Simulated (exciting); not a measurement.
BN, space group P6_3/mmc, B K edge of atom 3, with 3 N at 1.44 Å (trigonal planar, site symmetry -6m2); the tensor is averaged over the atoms equivalent by symmetry. Method: exciting, all-electron LAPW+lo, PBE, exchange and screened direct term (singlet BSE), 7×7×2 shifted k points, 15 conduction bands, |G+q| up to 3 bohr⁻¹, full RPA screening with nempty = 36, Lorentzian half width 0.45 eV.

```xyz
4
Lattice="2.4982 0.0000 0.0000 -1.2491 2.1635 0.0000 0.0000 0.0000 6.6357" Properties=species:S:1:pos:R:3 pbc="T T T"
N     1.2491    0.7212    1.6589
N     0.0000    1.4424    4.9768
B     1.2491    0.7212    4.9768
B     0.0000    1.4424    1.6589
```

Energy from the Kohn–Sham onset, core level to the lowest empty state found on the meshes used; scaled to the maximum of the polarisation mean:

| E (eV) | curve 1 | curve 2 |
| --- | --- | --- |
| -6.5 | 0.00 | 0.06 |
| -6.0 | 0.01 | 0.07 |
| -5.5 | 0.01 | 0.11 |
| -5.0 | 0.01 | 0.17 |
| -4.5 | 0.01 | 0.30 |
| -4.0 | 0.01 | 0.65 |
| -3.5 | 0.01 | 1.84 |
| -3.0 | 0.01 | 2.71 |
| -2.5 | 0.01 | 0.99 |
| -2.0 | 0.01 | 0.41 |
| -1.5 | 0.02 | 0.22 |
| -1.0 | 0.02 | 0.15 |
| -0.5 | 0.03 | 0.13 |
| 0.0 | 0.03 | 0.15 |
| 0.5 | 0.04 | 0.14 |
| 1.0 | 0.06 | 0.14 |
| 1.5 | 0.09 | 0.14 |
| 2.0 | 0.16 | 0.12 |
| 2.5 | 0.29 | 0.11 |
| 3.0 | 0.58 | 0.10 |
| 3.5 | 1.32 | 0.14 |
| 4.0 | 0.90 | 0.19 |
| 4.5 | 0.66 | 0.17 |
| 5.0 | 0.49 | 0.14 |
| 5.5 | 0.31 | 0.16 |
| 6.0 | 0.22 | 0.16 |
| 6.5 | 0.18 | 0.19 |
| 7.0 | 0.18 | 0.21 |
| 7.5 | 0.20 | 0.21 |
| 8.0 | 0.20 | 0.19 |
| 8.5 | 0.23 | 0.14 |
| 9.0 | 0.25 | 0.11 |
| 9.5 | 0.28 | 0.11 |
| 10.0 | 0.26 | 0.15 |
| 10.5 | 0.21 | 0.15 |
| 11.0 | 0.19 | 0.12 |
| 11.5 | 0.19 | 0.08 |
| 12.0 | 0.19 | 0.07 |
| 12.5 | 0.22 | 0.08 |
| 13.0 | 0.19 | 0.12 |
| 13.5 | 0.15 | 0.08 |
| 14.0 | 0.16 | 0.07 |
| 14.5 | 0.15 | 0.07 |
| 15.0 | 0.12 | 0.06 |
| 15.5 | 0.10 | 0.06 |
| 16.0 | 0.09 | 0.06 |

The database entry behind the starting cell differs from later determinations by our own check (about 0.3 % short, minor phase), so it need not match the best structure at ambient conditions.

Q: The curves are the diagonal elements of Im ε for ε ∥ c and ⊥ c. Which is which?

Curve 1: ε ⊥ c, maxima 3.6 eV (1.36), 9.6 eV (0.29) and 12.7 eV (0.22). Curve 2: ε ∥ c, maxima -3.1 eV (2.98). In a planar site the low π* line needs ε normal to the plane, and the σ* lines need it in the plane.

[Banner, clock and machine lines of the logs are left out without a mark of their own.]

[Logs are printed without paths, hosts, clocks, repeated set-up lines and the standing remarks that a program may print on its own settings, such as how far it seeks lower states.]

[Hosts, paths, dates, database ids (printed as entryN), source tags and the programs' standing remarks are cut or masked in the printed files.]
